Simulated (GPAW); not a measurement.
Consider Nb4C3 (Pm-3m).

```
Nb C
1.0
     4.47077    0.00000    0.00000
     0.00000    4.47077    0.00000
     0.00000    0.00000    4.47077
Nb C
4 3
Cartesian
  2.2354 2.2354 2.2354
  2.2354 0.0000 0.0000
  0.0000 0.0000 2.2354
  0.0000 2.2354 0.0000
  0.0000 2.2354 2.2354
  2.2354 2.2354 0.0000
  2.2354 0.0000 2.2354
```

Absorber: atom 2, with 4 C at 2.24 Å (square planar, site symmetry 4/mmm). Method: GPAW, LDA, excited-electron core hole (neutral cell), 28-atom cell with 7.7 Å between holes, 4×4×4 k points, dipole transitions, Gaussian full width 1.66 eV up to 4 eV, rising linearly to 3.5 eV at 25 eV.

Q: Where do the maxima of the Nb L₃ edge fall?

Main maxima up to 30 eV above the zero (height): 2.2 eV (3.19), 13.2 eV (0.58), 22.0 eV (0.53) and 28.2 eV (0.61). At an L edge the dipole rule selects empty d (and weakly s) states on the absorber, and the strong line at the onset measures the empty part of its d band. 

The Nb L₃ spectrum (energy from the lowest empty level; intensity scaled to a mean of 1 over the first 20 eV):

| E (eV) | intensity |
| --- | --- |
| -2.0 | 0.01 |
| -1.5 | 0.04 |
| -1.0 | 0.17 |
| -0.5 | 0.52 |
| 0.0 | 1.09 |
| 0.5 | 1.76 |
| 1.0 | 2.39 |
| 1.5 | 2.89 |
| 2.0 | 3.18 |
| 2.5 | 3.11 |
| 3.0 | 2.73 |
| 3.5 | 2.23 |
| 4.0 | 1.78 |
| 4.5 | 1.47 |
| 5.0 | 1.29 |
| 5.5 | 1.19 |
| 6.0 | 1.11 |
| 6.5 | 1.00 |
| 7.0 | 0.89 |
| 7.5 | 0.78 |
| 8.0 | 0.70 |
| 8.5 | 0.63 |
| 9.0 | 0.57 |
| 9.5 | 0.50 |
| 10.0 | 0.45 |
| 10.5 | 0.42 |
| 11.0 | 0.43 |
| 11.5 | 0.47 |
| 12.0 | 0.52 |
| 12.5 | 0.56 |
| 13.0 | 0.58 |
| 13.5 | 0.58 |
| 14.0 | 0.55 |
| 14.5 | 0.51 |
| 15.0 | 0.45 |
| 15.5 | 0.40 |
| 16.0 | 0.35 |
| 16.5 | 0.33 |
| 17.0 | 0.33 |
| 17.5 | 0.34 |
| 18.0 | 0.36 |
| 18.5 | 0.39 |
| 19.0 | 0.42 |
| 19.5 | 0.45 |
| 20.0 | 0.48 |
| 20.5 | 0.50 |
| 21.0 | 0.52 |
| 21.5 | 0.53 |
| 22.0 | 0.53 |
| 22.5 | 0.53 |
| 23.0 | 0.52 |
| 23.5 | 0.50 |
| 24.0 | 0.48 |
| 24.5 | 0.47 |
| 25.0 | 0.46 |
| 25.5 | 0.47 |
| 26.0 | 0.49 |
| 26.5 | 0.52 |
| 27.0 | 0.56 |
| 27.5 | 0.59 |
| 28.0 | 0.61 |
| 28.5 | 0.60 |
| 29.0 | 0.57 |
| 29.5 | 0.53 |
| 30.0 | 0.48 |
| 30.5 | 0.43 |
| 31.0 | 0.39 |
| 31.5 | 0.36 |
| 32.0 | 0.34 |

Only the L₃ part is meant: spin–orbit coupling of the core level isn't computed and the L₂ copy isn't added. The script folds with a Gaussian, whereas the core hole's own line is a Lorentzian, so the onset is too steep and the first peak too high. The crystal has 2 inequivalent Nb sites and not all are shown here, while a measurement adds them all. The structure is a computed Materials Project entry and may be a hypothetical form.

[Banner, clock and machine lines of the logs are left out without a mark of their own.]

[Logs are printed without paths, hosts, clocks, repeated set-up lines and the standing remarks that a program may print on its own settings, such as how far it seeks lower states.]

[Hosts, paths, dates, database ids (printed as entryN), source tags and the programs' standing remarks are cut or masked in the printed files.]

[Lists of maxima count a maximum above −3 eV only where it reaches 4 % of the highest in the window and stands out from its surroundings by 2 % of it (1.5 % where it reaches 55 %); shoulders and weaker maxima are passed over, and of the rest the first, up to two pre-edge ones and the few strongest are named.]
